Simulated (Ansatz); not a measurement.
**A frame of liquid HfO2 from 3173 K (207 atoms): geometry optimisation**

Wanted: the relaxed structure of a frame of liquid HfO2 from 3173 K (207 atoms) and its electronic structure.

Main program and level: Ansatz 0.2.0; Kohn-Sham DFT, RPBE, PAW (set soft_2), plane waves.

## (1) Set-up

The cell holds 207 atoms: 69 Hf and 138 O. Its edges and angles: a = 14.354 Å, b = 14.354 Å, c = 14.354 Å, α = 90.0°, β = 90.0°, γ = 90.0°. 207 atoms (69 Zr, 138 O) placed at random at 4.77 g/cm³, melted at 4500 K for 20 ps at fixed volume with the Morse and Coulomb pair potential with partial charges (Pedone, Malavasi, Menziani, Cormack and Segre, J. Phys. Chem. B 110, 11780 (2006)). Snapshot at the end of a hold of 20 ps at 3173 K and fixed volume. Then Zr was replaced by Hf (the potential has no terms for the new elements, so the cell is a start for a DFT relaxation). The density is a measured one.

What the set-up can't give: The network of bonds at the start is that of the classical potential that made the cell. Sampling is at Γ alone, for a cell whose shortest periodic width is 14 Å. Spin–orbit coupling is left out, which matters for the levels of the heavy elements.

## (2) Single point at the start

The forces at the start show how far the geometry lies from a minimum of this functional.

input.yaml

```yaml
crystal:
  lattice:
    - [14.3538, 0.0, 0.0]
    - [0.0, 14.3538, 0.0]
    - [0.0, 0.0, 14.3538]
  atoms:
    - { symbol: Hf, position: [0.79666, 0.99618, 0.63555] }
    - { symbol: Hf, position: [0.04904, 0.84537, 0.75646] }
    - { symbol: Hf, position: [0.82163, 0.69612, 0.86769] }
    - { symbol: Hf, position: [0.4824, 0.75483, 0.16368] }
    - { symbol: Hf, position: [0.21166, 0.49609, 0.37092] }
    - { symbol: Hf, position: [0.4024, 0.49812, 0.19612] }
    - { symbol: Hf, position: [0.84694, 0.54807, 0.04358] }
    - { symbol: Hf, position: [0.10883, 0.91496, 0.16454] }
    - { symbol: Hf, position: [0.36997, 0.02458, 0.49554] }
    - { symbol: Hf, position: [0.81772, 0.18892, 0.46378] }
    - { symbol: Hf, position: [0.52826, 0.42179, 0.01989] }
    - { symbol: Hf, position: [0.02627, 0.81733, 0.37307] }
    - { symbol: Hf, position: [0.03536, 0.96677, 0.55465] }
    - { symbol: Hf, position: [0.80967, 0.39211, 0.29825] }
    - { symbol: Hf, position: [0.19817, 0.68407, 0.26171] }
    - { symbol: Hf, position: [0.16626, 0.76882, 0.92345] }
    - { symbol: Hf, position: [0.01278, 0.2228, 0.63781] }
    - { symbol: Hf, position: [0.34556, 0.64416, 0.59713] }
    - { symbol: Hf, position: [0.18764, 0.34397, 0.8412] }
    - { symbol: Hf, position: [0.75212, 0.74006, 0.2818] }
    - { symbol: Hf, position: [0.08362, 0.12499, 0.86617] }
    - { symbol: Hf, position: [0.82147, 0.16632, 0.81586] }
    - { symbol: Hf, position: [0.73261, 0.26145, 0.05149] }
    - { symbol: Hf, position: [0.1822, 0.41757, 0.60297] }
    - { symbol: Hf, position: [0.7599, 0.55148, 0.4635] }
    - { symbol: Hf, position: [0.92198, 0.91762, 0.99087] }
    - { symbol: Hf, position: [0.43817, 0.94737, 0.27175] }
    - { symbol: Hf, position: [0.57102, 0.2384, 0.58249] }
    - { symbol: Hf, position: [0.6553, 0.20791, 0.30172] }
    - { symbol: Hf, position: [0.91229, 0.10601, 0.07717] }
    - { symbol: Hf, position: [0.17082, 0.60616, 0.79443] }
    - { symbol: Hf, position: [0.54321, 0.44309, 0.50482] }
    [... 169 atom lines left out ...]
    - { symbol: O, position: [0.06795, 0.12818, 0.72165] }
    - { symbol: O, position: [0.02818, 0.0138, 0.06676] }
    - { symbol: O, position: [0.20887, 0.14994, 0.95069] }
    - { symbol: O, position: [0.91072, 0.61203, 0.79649] }
    - { symbol: O, position: [0.22529, 0.71332, 0.61996] }
    - { symbol: O, position: [0.83483, 0.25793, 0.9178] }
kpoints:
  mp_grid: { grid: [1, 1, 1] }
hamiltonian:
  xc: rpbe
scf:
  occupations: { method: fermi_dirac, width: 0.05 }
output:
  forces: true
  stress: true
  populations: true
  dos:
    method: { smearing: { sigma: 0.08 } }
    de: 0.1
    projected: { site_lists: { Hf: [Hf], O: [O] } }
  eigenvalues: true
```

The run is started by

```sh
> ansatz run input.yaml --threads 8 --pin off --max-ram 15872MiB --backend cpu --events-out ev --progress --plain --runs-dir out
```

Numbers of over 12 decimals in the logs are rounded to 6 here.

Log:

```text
Engine: ansatz 0.2.0, aarch64-unknown-linux-gnu
Pseudopotentials: kind: paw
Pseudopotential: Hf, paw, valence charge 26, recommended cutoff 420 eV (normal), Hf.paw.azcp
Pseudopotential: O, paw, valence charge 6, recommended cutoff 420 eV (normal), O.paw.azcp
[... 5 lines on functional and potentials left out ...]
Crystal: 207 atoms, lattice volume = 2957.336 Å³
Basis set: ecut = 420 eV, 57747 PW (Γ), exchange–correlation on 192×192×192 points (8 copies of the dense FFT grid, shifted against one another)
Bands: 1574, of which v1, the nominal top of the filled ones, is band 1311 counted from 1 (1310 counted from 0)
Symmetry: 1 space group operations
Space group: P1 (ITA 1), of the structure as read, at distance tolerance 1.4e-4 Å
k-points: 1
[... 7 lines on functional and potentials left out ...]
Initial density: superposition of atomic densities (neutral atoms: chi_scale 0, normalization atom), corrected by the library's trained network
Initial wavefunctions: pseudopotential atomic-orbital guess
Functional: x = rpbe, c = pbe(β = 0.066725)
SCF iter   1: F=—  HF=-1164435.844219 eV  |F-HF|=—  |Δ(HF+E_count)|=         —  Δρ=7.89e-3  dr2=2.30e0  ethr=1.77e-3  ⟨swp⟩=5.0  Hψ=4884  notcnv=0  defer=153
preconditioner: auto → Resta (q_TF=auto, 2.674 Å⁻¹)  ε∞=4.9  [insulator: Δε(μ)=1.019 eV  Ē_g=17.161 eV  σ=0.050 eV  W_gap=1.00  n_scr=948 (ndim 8)  ℏωp=34.0 eV  f_vac=0.136  D(μ)=0.00/eV (n_scr^D=0)  ε∞_Penn≈4.9]
SCF iter   2: F=—  HF=-1164435.522128 eV  |F-HF|=—  |Δ(HF+E_count)|=   3.22e-1  Δρ=3.95e-3  dr2=3.66e-1  ethr=8.77e-5  ⟨swp⟩=2.0  Hψ=2843  notcnv=0  defer=235
SCF iter   3: F=—  HF=-1164435.511903 eV  |F-HF|=—  |Δ(HF+E_count)|=   1.02e-2  Δρ=1.93e-3  dr2=1.46e-1  ethr=1.40e-5  ⟨swp⟩=2.0  Hψ=2297  notcnv=0  defer=235
SCF iter   4: F=—  HF=-1164435.526078 eV  |F-HF|=—  |Δ(HF+E_count)|=   1.42e-2  Δρ=8.72e-4  dr2=2.78e-2  ethr=5.58e-6  ⟨swp⟩=3.0  Hψ=2678  notcnv=0  defer=235
SCF iter   5: F=—  HF=-1164435.525966 eV  |F-HF|=—  |Δ(HF+E_count)|=   1.12e-4  Δρ=3.99e-4  dr2=6.53e-3  ethr=1.06e-6  ⟨swp⟩=2.0  Hψ=2642  notcnv=0  defer=235
SCF iter   6: F=—  HF=-1164435.531104 eV  |F-HF|=—  |Δ(HF+E_count)|=   5.14e-3  Δρ=2.68e-4  dr2=2.41e-3  ethr=2.49e-7  ⟨swp⟩=2.0  Hψ=2651  notcnv=0  defer=235
SCF iter   7: F=—  HF=-1164435.532196 eV  |F-HF|=—  |Δ(HF+E_count)|=   1.09e-3  Δρ=1.00e-4  dr2=4.30e-4  ethr=9.20e-8  ⟨swp⟩=2.0  Hψ=2728  notcnv=0  defer=235
SCF iter   8: F=—  HF=-1164435.532755 eV  |F-HF|=—  |Δ(HF+E_count)|=   5.59e-4  Δρ=5.26e-5  dr2=1.12e-4  ethr=1.64e-8  ⟨swp⟩=3.0  Hψ=2583  notcnv=0  defer=235
SCF iter   9: F=—  HF=-1164435.541575 eV  |F-HF|=—  |Δ(HF+E_count)|=   8.82e-3  Δρ=4.16e-5  dr2=5.64e-5  ethr=4.28e-9  ⟨swp⟩=3.0  Hψ=2639  notcnv=0  defer=235
SCF iter  10: F=—  HF=-1164435.541349 eV  |F-HF|=—  |Δ(HF+E_count)|=   2.27e-4  Δρ=1.23e-5  dr2=5.45e-6  ethr=2.15e-9  ⟨swp⟩=3.0  Hψ=2652  notcnv=0  defer=235
SCF iter  11: F=—  HF=-1164435.541358 eV  |F-HF|=—  |Δ(HF+E_count)|=   9.81e-6  Δρ=1.05e-5  dr2=3.35e-6  ethr=2.08e-10  ⟨swp⟩=3.0  Hψ=2690  notcnv=0  defer=235
SCF iter  12: F=—  HF=-1164435.541361 eV  |F-HF|=—  |Δ(HF+E_count)|=   2.24e-6  Δρ=4.45e-6  dr2=6.51e-7  ethr=1.28e-10  ⟨swp⟩=3.0  Hψ=2584  notcnv=0  defer=235
SCF iter  13: F=—  HF=-1164435.541361 eV  |F-HF|=—  |Δ(HF+E_count)|=   5.26e-7  Δρ=3.05e-6  dr2=2.88e-7  ethr=2.48e-11  ⟨swp⟩=3.0  Hψ=2652  notcnv=0  defer=235
SCF iter  14: F=-1164435.541361 eV  HF=-1164435.541361 eV  |F-HF|=5.05e-8  |Δ(HF+E_count)|=   5.84e-8  Δρ=9.44e-7  dr2=3.46e-8  ethr=3.81e-12  ⟨swp⟩=8.0  Hψ=6916  notcnv=0
SCF 1 converged in 14 iterations: F = -1164435.541361 eV  dr2 = 3.46e-8
  greatest PAW one-centre occupation: 0.999 electrons in one spin orbital (limit 2), on the Hf atom at site 2 (counted from 0), in its partial waves of l = 0
SCF converged after 14 iterations
Free energy (F): -1164435.541361 eV
Harris-Foulkes:  -1164435.541361 eV  (|F-HF|=5.05e-8)
Internal energy: -1164435.540997 eV  (E = F + TS)
E sigma→0 (E₀):  -1164435.541179 eV
Entropy (-TS):   -0.000364 eV (-0.002 meV/atom)
Fermi energy:    12.634430 eV
--- Per-component energies (eV) ---
  E_band       = -9813.694240
  E_kinetic    = 52873.390487
  E_local      = -494336.223163  (includes V_loc(G=0)·N_el)
  E_nonlocal   = -79425.156126
  E_hartree    = 224270.873569
  E_xc         = -30835.418039
  E_vxc        = -31190.902388  (∫ρ·V_xc dr)
  E_paw        = -500711.351619  (= ΣΔE_a)
  E_vpaw       = 93723.077151  (= ΣTr[D̂ρ^β])
  E_aug_tail   = 0.333273  (compensation charges beyond the density's cutoff)
  E_ewald      = -336256.272598
  E_core_change = -15.716781  (= ΣΔE_core)
  E_smearing   = -0.000364  (= −TS)
  E_closure    = 0.000000  (closes the sum)
  Σ components = -1164435.541361   (vs F -1164435.541361, Δ=0.00e0)
--- Forces (eV/Å), atoms counted from 1 ---
  atom   1  Hf     1.16514227     1.27815052    -0.40479936
  atom   2  Hf     0.14802815    -0.17456842    -1.63671379
  atom   3  Hf     1.90386713     1.48783367     4.24998336
  atom   4  Hf    -1.32895440    -0.88286653    -0.68909578
  atom   5  Hf     2.90774823    -0.60559092     1.60298916
  atom   6  Hf    -1.05412526     3.90983063    -1.14503176
  atom   7  Hf     1.07121337    -2.22852586     0.38714945
  atom   8  Hf    -0.47635122    -1.81495923    -0.69039216
  atom   9  Hf     2.92990440    -2.47727174    -3.15781688
  atom  10  Hf     1.05364681    -5.27730729     4.49903402
  atom  11  Hf    -0.21563098     2.47235115    -1.44418899
  atom  12  Hf    -1.00106969    -1.20689654     0.44641980
  atom  13  Hf    -0.06120336     0.21219694     1.28226045
  atom  14  Hf     3.67179472    -1.08783085     0.75883901
[...]
atom 206  O     -1.20525203     0.28991242    -2.20880777
  atom 207  O      0.49351276     0.03606392     2.28868217
  max |Σ_I F_I| component: 1.54e-4 eV/Å
--- Stress (GPa, compression-positive) ---
       -7.325319      -0.258069       1.318127
       -0.258069      -4.902172      -0.044443
        1.318127      -0.044443      -5.182465
  P = ⅓ Tr σ = -5.8033 GPa (-58.033 kbar)
--- Band table (eV) ---
  k-point 0: bands = ["-51.8766", "-51.8203", "-51.7509", "-51.6477", [... 1558 levels ...], "17.7173", "17.7350", "17.7570", "17.7770", "17.7911", "17.8068", "17.8265", "17.8393", "17.8440", "17.8828", "17.9211", "17.9255"]
--- Löwdin populations: 207 sites ---
  site symbol       q [e]
     0     Hf     24.5621
     1     Hf     24.5530
     2     Hf     24.5923
[...]
206      O      6.6773
  spilling = 0.002910 (of n_electrons = 2622.000000)
```

It took 3.9 min on 8 threads of Arm Neoverse V2, shared host; peak memory 7.7 GiB; 30 min of CPU time.

The program notes that it cut back its work space to fit the memory limit.

The run gave:

```yaml
free_energy: -1164435.5414 eV
free_energy_per_atom: -5625.2925 eV/atom
scf_cycles: 14
pressure: -5.803 GPa
r_m_s_force_component: 1.53 eV/Å
longest_force: 7.742 eV/Å
fermi_energy: 12.63 eV
spacing_of_highest_filled_and_lowest_empty_level: 0.8573 eV
spilling_of_the_projection: 0.00291
```

The r.m.s. force component of 1.5 eV/Å and the pressure of -5.8 GPa set the starting point.

Neighbours are counted within 2.82 Å (O-Hf).

Length of the force by element and coordination:

```csv
element,coordination,atoms,mean length of the force (eV/Å),spread,least,most
Hf,all,69,2.86,1.22,0.690,7.01
Hf,4,2,2.81,1.04,1.78,3.85
Hf,5,19,3.37,1.49,1.16,7.01
Hf,6,36,2.51,1.01,0.690,4.97
Hf,7,12,3.11,1.01,2.00,4.89
O,all,138,2.12,1.10,0.438,7.74
O,2,26,2.01,0.892,0.560,4.69
O,3,97,2.19,1.14,0.438,7.74
O,4,15,1.87,1.08,0.653,4.49
```

## (3) Cell and atoms relaxed

Cell and atoms are freed together, to release stress as well as forces.

input.yaml, the sections that differ from step 2:

```yaml
output:
  forces: true
relax:
  f_tol: 0.05
  max_steps: 108
  cell: {}
# crystal, kpoints, hamiltonian, scf: as in step 2
```

Log:

```text
Engine: ansatz 0.2.0, aarch64-unknown-linux-gnu
Pseudopotentials: kind: paw
Pseudopotential: Hf, paw, valence charge 26, recommended cutoff 420 eV (normal), Hf.paw.azcp
Pseudopotential: O, paw, valence charge 6, recommended cutoff 420 eV (normal), O.paw.azcp
[... 5 lines on functional and potentials left out ...]
Crystal: 207 atoms, lattice volume = 2957.336 Å³
Basis set: ecut = 420 eV, 57747 PW (Γ), exchange–correlation on 192×192×192 points (8 copies of the dense FFT grid, shifted against one another)
Bands: 1574, of which v1, the nominal top of the filled ones, is band 1311 counted from 1 (1310 counted from 0)
Symmetry: 1 space group operations
Space group: P1 (ITA 1), of the structure as read, at distance tolerance 1.4e-4 Å
k-points: 1
[... 7 lines on functional and potentials left out ...]
Initial density: superposition of atomic densities (neutral atoms: chi_scale 0, normalization atom), corrected by the library's trained network
Initial wavefunctions: pseudopotential atomic-orbital guess
Functional: x = rpbe, c = pbe(β = 0.066725)
SCF iter   1: F=—  HF=-1164435.844219 eV  |F-HF|=—  |Δ(HF+E_count)|=         —  Δρ=7.89e-3  dr2=2.30e0  ethr=1.77e-3  ⟨swp⟩=5.0  Hψ=4884  notcnv=0  defer=153
preconditioner: auto → Resta (q_TF=auto, 2.674 Å⁻¹)  ε∞=4.9  [insulator: Δε(μ)=1.019 eV  Ē_g=17.161 eV  σ=0.050 eV  W_gap=1.00  n_scr=948 (ndim 8)  ℏωp=34.0 eV  f_vac=0.136  D(μ)=0.00/eV (n_scr^D=0)  ε∞_Penn≈4.9]
SCF iter   2: F=—  HF=-1164435.522108 eV  |F-HF|=—  |Δ(HF+E_count)|=   3.22e-1  Δρ=3.95e-3  dr2=3.66e-1  ethr=8.77e-5  ⟨swp⟩=2.0  Hψ=2843  notcnv=0  defer=235
SCF iter   3: F=—  HF=-1164435.511973 eV  |F-HF|=—  |Δ(HF+E_count)|=   1.01e-2  Δρ=1.93e-3  dr2=1.46e-1  ethr=1.40e-5  ⟨swp⟩=2.0  Hψ=2297  notcnv=0  defer=235
SCF iter   4: F=—  HF=-1164435.526130 eV  |F-HF|=—  |Δ(HF+E_count)|=   1.42e-2  Δρ=8.72e-4  dr2=2.78e-2  ethr=5.58e-6  ⟨swp⟩=3.0  Hψ=2678  notcnv=0  defer=235
SCF iter   5: F=—  HF=-1164435.526002 eV  |F-HF|=—  |Δ(HF+E_count)|=   1.27e-4  Δρ=3.99e-4  dr2=6.53e-3  ethr=1.06e-6  ⟨swp⟩=2.0  Hψ=2642  notcnv=0  defer=235
SCF iter   6: F=—  HF=-1164435.531152 eV  |F-HF|=—  |Δ(HF+E_count)|=   5.15e-3  Δρ=2.68e-4  dr2=2.41e-3  ethr=2.49e-7  ⟨swp⟩=2.0  Hψ=2651  notcnv=0  defer=235
SCF iter   7: F=—  HF=-1164435.532123 eV  |F-HF|=—  |Δ(HF+E_count)|=   9.71e-4  Δρ=1.00e-4  dr2=4.30e-4  ethr=9.20e-8  ⟨swp⟩=2.0  Hψ=2728  notcnv=0  defer=235
SCF iter   8: F=—  HF=-1164435.532793 eV  |F-HF|=—  |Δ(HF+E_count)|=   6.69e-4  Δρ=5.26e-5  dr2=1.12e-4  ethr=1.64e-8  ⟨swp⟩=3.0  Hψ=2583  notcnv=0  defer=235
SCF iter   9: F=—  HF=-1164435.541575 eV  |F-HF|=—  |Δ(HF+E_count)|=   8.78e-3  Δρ=4.15e-5  dr2=5.64e-5  ethr=4.28e-9  ⟨swp⟩=3.0  Hψ=2639  notcnv=0  defer=235
[...]
relax step  15: F+E_penalty+E_count = -1164509.13731593 eV  Δ(F+E_penalty+E_count) = -3.502e-1 eV  max|allowed force component| = 1.886e-1 eV/Å  Δτ_max = 0.2000 Å  P = +0.046 GPa  Ω = 2795.911 Å³  energy of the carried Pulay correction = +5.572e-1 eV  (9 SCF iters, dr2 threshold 5.98e-6 eV, accepted)
relax step  20: F+E_penalty+E_count = -1164510.20298783 eV  Δ(F+E_penalty+E_count) = -2.832e-1 eV  max|allowed force component| = 3.262e-1 eV/Å  Δτ_max = 0.1961 Å  P = +0.005 GPa  Ω = 2806.565 Å³  energy of the carried Pulay correction = +5.194e-1 eV  (7 SCF iters, dr2 threshold 1.17e-5 eV, accepted)
relax step  25: F+E_penalty+E_count = -1164511.26086682 eV  Δ(F+E_penalty+E_count) = -1.570e-1 eV  max|allowed force component| = 1.562e-1 eV/Å  Δτ_max = 0.2000 Å  P = -0.017 GPa  Ω = 2817.551 Å³  energy of the carried Pulay correction = +4.807e-1 eV  (9 SCF iters, dr2 threshold 3.17e-6 eV, accepted)
[...]
Step cancelled. What follows is not a result of the run: it is the report of the last solve that finished, which converged after 9 SCF iterations.
Free energy (F): -1164511.260867 eV
Harris-Foulkes:  -1164511.260866 eV  (|F-HF|=4.41e-7)
Internal energy: -1164511.260867 eV  (E = F + TS)
E sigma→0 (E₀):  -1164511.260867 eV
Fermi energy:    13.338377 eV
--- Per-component energies (eV) ---
  E_band       = -7617.064281
  E_kinetic    = 53115.323461
  E_local      = -490084.727881  (includes V_loc(G=0)·N_el)
  E_nonlocal   = -79382.990884
  E_hartree    = 223223.299824
  E_xc         = -30916.635151
  E_vxc        = -31301.668804  (∫ρ·V_xc dr)
  E_paw        = -500786.740268  (= ΣΔE_a)
  E_vpaw       = 93590.067351  (= ΣTr[D̂ρ^β])
  E_aug_tail   = 0.308578  (compensation charges beyond the density's cutoff)
  E_ewald      = -339663.381763
  E_core_change = -15.716781  (= ΣΔE_core)
  E_smearing   = -0.000000  (= −TS)
  E_closure    = -0.000000  (closes the sum)
  Σ components = -1164511.260867   (vs F -1164511.260867, Δ=0.00e0)
--- Forces (eV/Å), atoms counted from 1 ---
  atom   1  Hf    -0.03637612     0.02278447     0.04886064
  atom   2  Hf     0.00797234    -0.00073423     0.03550661
  atom   3  Hf    -0.00757625     0.02376272     0.04434442
  atom   4  Hf     0.03212032    -0.00344493     0.00464847
  atom   5  Hf    -0.01886332    -0.02331405    -0.00005582
  atom   6  Hf     0.02037546     0.00060309    -0.01298252
  atom   7  Hf     0.01322297     0.01710552    -0.01949989
  atom   8  Hf    -0.07347370     0.06059580    -0.01554912
[...]
atom  13  Hf    -0.02253436     0.02182796     0.00796458
  atom  14  Hf    -0.02215577    -0.01401096     0.00036254
[...]
atom 206  O      0.00824563     0.01589429     0.00162427
  atom 207  O     -0.01869287    -0.01769317    -0.01916586
  max |Σ_I F_I| component: 5.57e-4 eV/Å
--- Stress (GPa, compression-positive) ---
       -0.606993      -0.034917      -0.017963
       -0.034917      -0.573142      -0.018696
       -0.017963      -0.018696      -0.564711
  P = ⅓ Tr σ = -0.5816 GPa (-5.816 kbar)
--- Band table (eV) ---
  k-point 0: bands = ["-50.0686", "-50.0484", "-49.9354", "-49.8296", [... 1558 levels ...], "19.0868", "19.0995", "19.1176", "19.1527", "19.1644", "19.1775", "19.2079", "19.2125", "19.2361", "19.2609", "19.2748", "19.2859"]
End of that report.
Error: SIGTERM received: cancelled by the caller after 3 completed SCF iterations
```

Run time: 54 min. Hardware: 8 threads; peak memory 7.6 GiB.

The run stopped at its limit before the end that the input asks for; the steps made so far are sound.

[end of part 1 of 2]

[Logs are printed without paths, hosts, clocks, repeated set-up lines and the standing remarks that a program may print on its own settings, such as how far it seeks lower states.]

[Hosts, paths, dates, database ids (printed as entryN), source tags and the programs' standing remarks are cut or masked in the printed files.]
